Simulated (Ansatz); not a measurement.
# Tl3Te, from a guessed structure to a relaxed one, part 2 of 2

This structure for Tl3Te is made up. Its elements were placed in a known structure type with a cell scaled to their sizes. What cell does the guess relax to, and how far off was it?

Ansatz 0.2.0; DFT, r2SCAN, plane-wave PAW, files of the set soft_1, scalar-relativistic, no spin, cell and ions relaxed at zero pressure; PAW set soft_1 (the session's first sound run).

So far: The starting structure; Relaxing cell and atoms. The relaxed cell has a = 4.919, c = 10.655 Å (conventional setting).

## (3) Bands of the relaxed cell

A second self-consistent run takes a narrower smearing and the mesh shown in its input; the bands follow along the standard path of the relaxed lattice.

This step: DFT, r2SCAN, plane-wave PAW, files of the set soft_1, scalar-relativistic, no spin, bands and density of states at the relaxed cell; PAW set soft_1 (Ansatz 0.2.0).

input.yaml

```yaml
crystal:
  lattice:
    - [-2.4597494288, 2.4597494288, 5.327735962]
    - [2.4597494288, -2.4597494288, 5.327735962]
    - [2.4597494288, 2.4597494288, -5.327735962]
  atoms:
    - { symbol: Tl, position: [0.5, 0.5, 0.0] }
    - { symbol: Tl, position: [0.25, 0.75, 0.5] }
    - { symbol: Tl, position: [0.75, 0.25, 0.5] }
    - { symbol: Te, position: [0.0, 0.0, 0.0] }
kpoints:
  mp_grid: { grid: [10, 10, 10] }
  band_path:
    path:
      - [[0.0, 0.0, 0.0], [0.0, 0.0, 0.5], [-0.1065777, 0.1065777, 0.5], [-0.30328885, 0.30328885, 0.30328885], [0.0, 0.0, 0.0], [0.5, 0.5, -0.5], [0.30328885, 0.69671115, -0.30328885], [0.0, 0.5, 0.0], [0.25, 0.25, 0.25], [0.5, 0.5, -0.1065777], [0.5, 0.5, -0.5]]
      - [[0.0, 0.0, 0.5], [0.25, 0.25, 0.25]]
    npoints: 7
scf:
  occupations: { method: fermi_dirac, width: 0.03 }
  n_extra_bands: 8
hamiltonian:
  xc: r2scan
  pseudopotentials: { kind: paw, azcp: { folder: soft_1 } }
output:
  forces: true
  stress: true
  write_bands: true
  dos: { projected: true }
  write_density: true
  write_potential: true
  elf: true
  volumetric_format: npy
```

Command:

```bash
> ansatz run input.yaml --threads 4 --pin off --max-ram 8192MiB --backend cpu --events-out ev --progress --plain --runs-dir out
```

Numbers of over 12 decimals in the logs are rounded to 6 here.

What it wrote:

```text
[...]
Crystal: 4 atoms, lattice volume = 128.939 Å³
Basis set: ecut = 500 eV, 3235 PW (Γ), exchange–correlation on 192×192×192 points (64 copies of the dense FFT grid, shifted against one another)
Bands: 36, of which v1, the nominal top of the filled ones, is band 28 counted from 1 (27 counted from 0)
Symmetry: 16 space group operations
[...]
k-points: 102 of 1000
[...]
SCF iter   9: F=-41377.085740 eV  HF=-41377.085740 eV  |F-HF|=1.23e-8  |Δ(HF+E_count)|=   3.36e-8  Δρ=3.20e-6  dr2=1.75e-8  dr2_τ=2.58e-10  ethr=1.82e-10  ⟨swp⟩=16.0  Hψ=29974  notcnv=0
SCF 1 converged in 9 iterations: F = -41377.085740 eV  dr2 = 1.75e-8
[...]
NSCF: frozen V_eff on 79 k-points
SCF converged after 9 iterations
Free energy (F): -41377.085740 eV
[...]
Internal energy: -41377.081717 eV  (E = F + TS)
E sigma→0 (E₀):  -41377.083728 eV
Entropy (-TS):   -0.004023 eV (-1.006 meV/atom)
Fermi energy:    9.063605 eV
[...]
--- Stress (GPa, compression-positive) ---
       -0.009549       0.000000      -0.000000
        0.000000      -0.009549      -0.000000
       -0.000000      -0.000000      -0.099678
  P = ⅓ Tr σ = -0.0396 GPa (-0.396 kbar)
--- Band table (eV; the first three rows and the last of 102) ---
  k-point 0: bands = [... 24 lower, 5.8108, 6.9829, 6.9829, 9.2997, 9.2997, 9.9588, 11.0870, 12.7532, ... 4 higher]
  k-point 1: bands = [... 24 lower, 5.9233, 6.7388, 7.4241, 8.4868, 9.9941, 10.9152, 11.3186, 11.7120, ... 4 higher]
  k-point 2: bands = [... 24 lower, 6.1468, 6.2105, 7.7686, 7.9565, 10.6644, 11.6242, 11.8371, 12.0333, ... 4 higher]
  k-point 101: bands = [... 24 lower, 6.2804, 6.2804, 8.7199, 10.7149, 10.7149, 12.2660, 12.8381, 13.0416, ... 4 higher]
```

The job ended after 18 s (4 threads of Arm Neoverse V2, shared host; peak memory 1.1 GiB; 70 s of CPU time).

Numbers from this step:

| Property | Result |
| --- | --- |
| free energy | -41377.0857 eV |
| energy at zero smearing | -41377.0837 eV |
| smearing term TS | 0.004023 eV |
| Fermi energy | 9.064 eV |
| pressure | -0.03959 GPa |

From bands.tsv, the bands that come nearest the Fermi level along the path, at its corners, in eV from the Fermi level:

| point | band 25 | band 26 | band 27 | band 28 | band 29 | band 30 | band 31 | band 32 |
| --- | --- | --- | --- | --- | --- | --- | --- | --- |
| Γ | -3.25 | -2.08 | -2.08 | 0.24 | 0.24 | 0.90 | 2.02 | 3.69 |
| X | -3.87 | -3.40 | -1.68 | -0.20 | -0.02 | 1.75 | 4.15 | 5.28 |
| Y | -3.16 | -2.64 | -1.65 | -0.13 | 0.19 | 1.91 | 3.48 | 5.08 |
| S | -1.89 | -1.28 | -0.66 | 1.31 | 1.37 | 1.46 | 2.29 | 3.16 |
| Γ | -3.25 | -2.08 | -2.08 | 0.24 | 0.24 | 0.90 | 2.02 | 3.69 |
| Z | -2.78 | -2.78 | -0.34 | 1.65 | 1.65 | 3.20 | 3.77 | 3.98 |
| S1 | -1.89 | -1.28 | -0.66 | 1.31 | 1.37 | 1.46 | 2.29 | 3.16 |
| N | -1.74 | -1.59 | -0.38 | -0.23 | 1.02 | 2.31 | 3.13 | 3.26 |
| P | -2.86 | -2.86 | -2.86 | -1.85 | 1.85 | 3.19 | 3.19 | 4.08 |
| Y1 | -3.16 | -2.64 | -1.65 | -0.13 | 0.19 | 1.91 | 3.48 | 5.08 |
| Z | -2.78 | -2.78 | -0.34 | 1.65 | 1.65 | 3.20 | 3.77 | 3.98 |
| X | -3.87 | -3.40 | -1.68 | -0.20 | -0.02 | 1.75 | 4.15 | 5.28 |
| P | -2.86 | -2.86 | -2.86 | -1.85 | 1.85 | 3.19 | 3.19 | 4.08 |

States per cell as run, both spins, in windows of 1 eV, from dos.tsv (zero at the Fermi level):

```
from  to  total
  -8  -7   1.75
  -7  -6   1.40
  -6  -5   2.06
  -5  -4   0.69
  -4  -3   0.44
  -3  -2   2.66
  -2  -1   2.49
  -1   0   1.42
   0   1   1.16
   1   2   2.40
   2   3   2.73
   3   4   2.62
   4   5   2.80
```

Below -8 eV lie 42.1 more states.

Electrostatic potential energy in the ac plane of the conventional cell at fractional y = 0.000, with atoms of Tl and Te within 0.2 Å of it. With pseudopotentials it is smooth inside the atoms' cores, unlike the true potential.

Values in eV, 24 rows by 14 columns, each cell a mean:
```
  7 -11 -18   3  11  12  13  12  12  12   8  -7 -21   2
-19 -16  -2   8  11  12  12  12  12  12  10   4 -10 -19
  3   6   9  11  11  10   9   9  10  11  11  10   8   4
 11  12  12  11   8   3  -4  -6   0   6  10  11  12  12
 12  12  11   9   1 -18 -30 -31 -26  -8   6  10  12  12
 12  12  11   7  -9 -31 -33 -32 -34 -21   2   9  12  12
 12  12  11   7  -6 -29 -34 -33 -33 -18   3  10  11  12
 12  11  11   9   4  -9 -22 -24 -16  -1   7  10  11  12
  9  10  10  10   9   7   4   3   5   8  10  10  10   9
 -5   0   6   9  11  11  11  11  11  11  10   8   3  -4
-31 -26  -8   6  10  12  12  12  12  11   9   1 -18 -30
-32 -34 -21   2  10  12  12  13  12  11   7  -9 -31 -33
-33 -33 -17   3  10  12  12  12  12  11   7  -6 -28 -34
-24 -16  -1   8  11  11  12  12  12  11   9   4  -9 -22
  3   6   8  10  10  10   9   9  10  10  10   9   7   4
 11  11  11  10   8   3  -4  -6   0   6   9  11  11  11
 12  12  11   8   0 -18 -30 -31 -26  -8   6  10  11  12
 12  12  11   7  -9 -31 -33 -32 -34 -21   2   9  11  12
 12  12  11   7  -6 -29 -34 -33 -33 -18   3  10  12  12
 12  12  12  10   4  -9 -22 -24 -16  -1   8  11  12  12
 10  11  11  11  10   7   4   3   6   9  11  11  11  10
 -6  -1   7  10  11  11  11  11  11  11  11   9   3  -5
-14 -20  -9   7  11  12  12  12  12  12   9   0 -18 -17
 12  -4 -20   2  10  12  13  13  12  12   7 -10 -18  10
```
Columns run along a (4.9 Å; values clipped at the 3rd and 97th percentile), rows up along c (10.7 Å), edges of the conventional cell, whose origin can differ from the input's. Atoms in or near the plane, at fractional coordinates: Tl at (0.00, 0.50), Tl at (0.50, 0.25), Tl at (0.50, 0.75), Te at (0.00, 0.00).

ELF in the ac plane of the conventional cell at fractional y = 0.000, with atoms of Tl and Te within 0.2 Å of it. It is the smooth field of the valence electrons, not physical close to the nuclei.

Values, 24 rows by 14 columns, each cell a mean:
```
0.07 0.19 0.44 0.63 0.58 0.27 0.07 0.04 0.14 0.45 0.66 0.55 0.31 0.10
0.35 0.45 0.58 0.62 0.41 0.16 0.07 0.06 0.10 0.27 0.56 0.63 0.52 0.39
0.63 0.63 0.58 0.39 0.19 0.15 0.20 0.21 0.17 0.15 0.28 0.51 0.63 0.63
0.48 0.40 0.26 0.18 0.22 0.32 0.38 0.39 0.36 0.27 0.17 0.19 0.34 0.46
0.14 0.12 0.13 0.23 0.35 0.37 0.26 0.23 0.33 0.39 0.29 0.16 0.11 0.13
0.06 0.07 0.16 0.31 0.40 0.26 0.06 0.09 0.14 0.38 0.37 0.23 0.10 0.06
0.08 0.09 0.17 0.31 0.41 0.31 0.10 0.08 0.19 0.39 0.37 0.24 0.12 0.08
0.18 0.14 0.14 0.23 0.35 0.40 0.36 0.33 0.39 0.39 0.29 0.17 0.13 0.17
0.33 0.28 0.18 0.13 0.19 0.29 0.34 0.35 0.32 0.24 0.15 0.15 0.24 0.31
0.40 0.39 0.33 0.19 0.09 0.10 0.13 0.14 0.11 0.09 0.14 0.27 0.37 0.40
0.22 0.33 0.40 0.31 0.15 0.06 0.04 0.04 0.05 0.09 0.23 0.37 0.38 0.25
0.09 0.14 0.38 0.36 0.19 0.07 0.04 0.04 0.05 0.12 0.29 0.41 0.26 0.06
0.08 0.19 0.39 0.35 0.18 0.06 0.04 0.04 0.05 0.11 0.27 0.40 0.31 0.10
0.32 0.38 0.38 0.27 0.12 0.06 0.06 0.06 0.06 0.08 0.20 0.34 0.40 0.35
0.39 0.36 0.28 0.16 0.11 0.16 0.20 0.21 0.18 0.12 0.12 0.22 0.33 0.38
0.28 0.23 0.15 0.16 0.26 0.35 0.39 0.39 0.38 0.31 0.20 0.13 0.18 0.26
0.13 0.12 0.15 0.27 0.38 0.38 0.26 0.23 0.33 0.41 0.33 0.20 0.12 0.12
0.06 0.08 0.18 0.32 0.41 0.26 0.06 0.09 0.14 0.38 0.38 0.25 0.11 0.07
0.07 0.08 0.15 0.29 0.40 0.30 0.10 0.08 0.19 0.38 0.35 0.21 0.10 0.07
0.24 0.19 0.14 0.19 0.31 0.39 0.35 0.33 0.38 0.36 0.24 0.15 0.17 0.23
0.60 0.54 0.38 0.21 0.18 0.26 0.33 0.35 0.30 0.21 0.18 0.30 0.48 0.58
0.55 0.59 0.63 0.51 0.25 0.12 0.13 0.13 0.12 0.18 0.39 0.59 0.61 0.56
0.22 0.34 0.53 0.65 0.50 0.20 0.06 0.05 0.11 0.35 0.61 0.60 0.43 0.26
0.04 0.14 0.41 0.63 0.61 0.29 0.07 0.04 0.16 0.48 0.66 0.53 0.26 0.06
```
Columns run along a (4.9 Å), rows up along c (10.7 Å), edges of the conventional cell, whose origin can differ from the input's. Atoms in or near the plane, at fractional coordinates: Tl at (0.00, 0.50), Tl at (0.50, 0.25), Tl at (0.50, 0.75), Te at (0.00, 0.00).

Valence density in the ac plane of the conventional cell at fractional y = 0.000, with atoms of Tl and Te within 0.2 Å of it. It is the smooth field of the valence electrons, not physical close to the nuclei.

Values in e/Å³, 24 rows by 14 columns, each cell a mean:
```
11  5  1  0  0  0  0  0  0  0  0  1  3  9
 2  1  0  0  0  0  0  0  0  0  0  0  1  2
 0  0  0  0  0  0  0  0  0  0  0  0  0  0
 0  0  0  0  0  0  1  1  0  0  0  0  0  0
 0  0  0  0  0  1  3  3  2  1  0  0  0  0
 0  0  0  0  1  3  5  6  4  2  0  0  0  0
 0  0  0  0  1  2  5  5  3  1  0  0  0  0
 0  0  0  0  0  1  2  2  1  1  0  0  0  0
 0  0  0  0  0  0  0  0  0  0  0  0  0  0
 1  0  0  0  0  0  0  0  0  0  0  0  0  1
 3  2  1  0  0  0  0  0  0  0  0  0  1  3
 6  4  2  0  0  0  0  0  0  0  0  1  3  5
 5  3  1  0  0  0  0  0  0  0  0  1  2  5
 2  1  1  0  0  0  0  0  0  0  0  0  1  2
 0  0  0  0  0  0  0  0  0  0  0  0  0  0
 0  0  0  0  0  0  1  1  0  0  0  0  0  0
 0  0  0  0  0  1  3  3  2  1  0  0  0  0
 0  0  0  0  1  3  5  6  4  2  0  0  0  0
 0  0  0  0  1  2  5  5  3  1  0  0  0  0
 0  0  0  0  0  1  2  2  1  1  0  0  0  0
 0  0  0  0  0  0  0  0  0  0  0  0  0  0
 1  0  0  0  0  0  0  0  0  0  0  0  0  1
 5  2  1  0  0  0  0  0  0  0  0  0  1  4
15  7  1  0  0  0  0  0  0  0  0  1  3 12
```
Columns run along a (4.9 Å), rows up along c (10.7 Å), edges of the conventional cell, whose origin can differ from the input's. Atoms in or near the plane, at fractional coordinates: Tl at (0.00, 0.50), Tl at (0.50, 0.25), Tl at (0.50, 0.75), Te at (0.00, 0.00).

## (4) Summary of results

```yaml
space_group_relaxed: I4/mmm
conventional_cell: a = 4.919, b = 4.919, c = 10.655 Å; α = 90.0°, β = 90.0°, γ = 90.0°
volume_per_atom: 32.23 Å³ (guess 29.55)
```

In words: Tl3Te relaxes to I4/mmm with a = 4.919, b = 4.919 and c = 10.655 Å. The guessed volume was 8 % too small. The space group I4/mmm was held in the relaxation, so the end point is a stationary structure within it and may be a saddle against distortions or other arrangements. Bands cross the Fermi level, so it is a metal or semimetal at this level. The electron count is odd, which forces that without spin polarisation or a larger cell. On the 10×10×10 mesh with the narrower smearing (relaxed on 8×8×8) the forces vanish, as symmetry may demand, and the largest stress component is 0.100 GPa, against the relaxation's thresholds of 0.015 eV/Å and 0.05 GPa. The cutoff wasn't tested. Spin-orbit coupling is left out, which can matter for elements this heavy. No dispersion term is used, so weakly bound directions may come out too long. Nothing here tests whether the compound is stable against decomposition.

[Logs are printed without paths, hosts, clocks, repeated set-up lines and the standing remarks that a program may print on its own settings, such as how far it seeks lower states.]

[Hosts, paths, dates, database ids (printed as entryN), source tags and the programs' standing remarks are cut or masked in the printed files.]
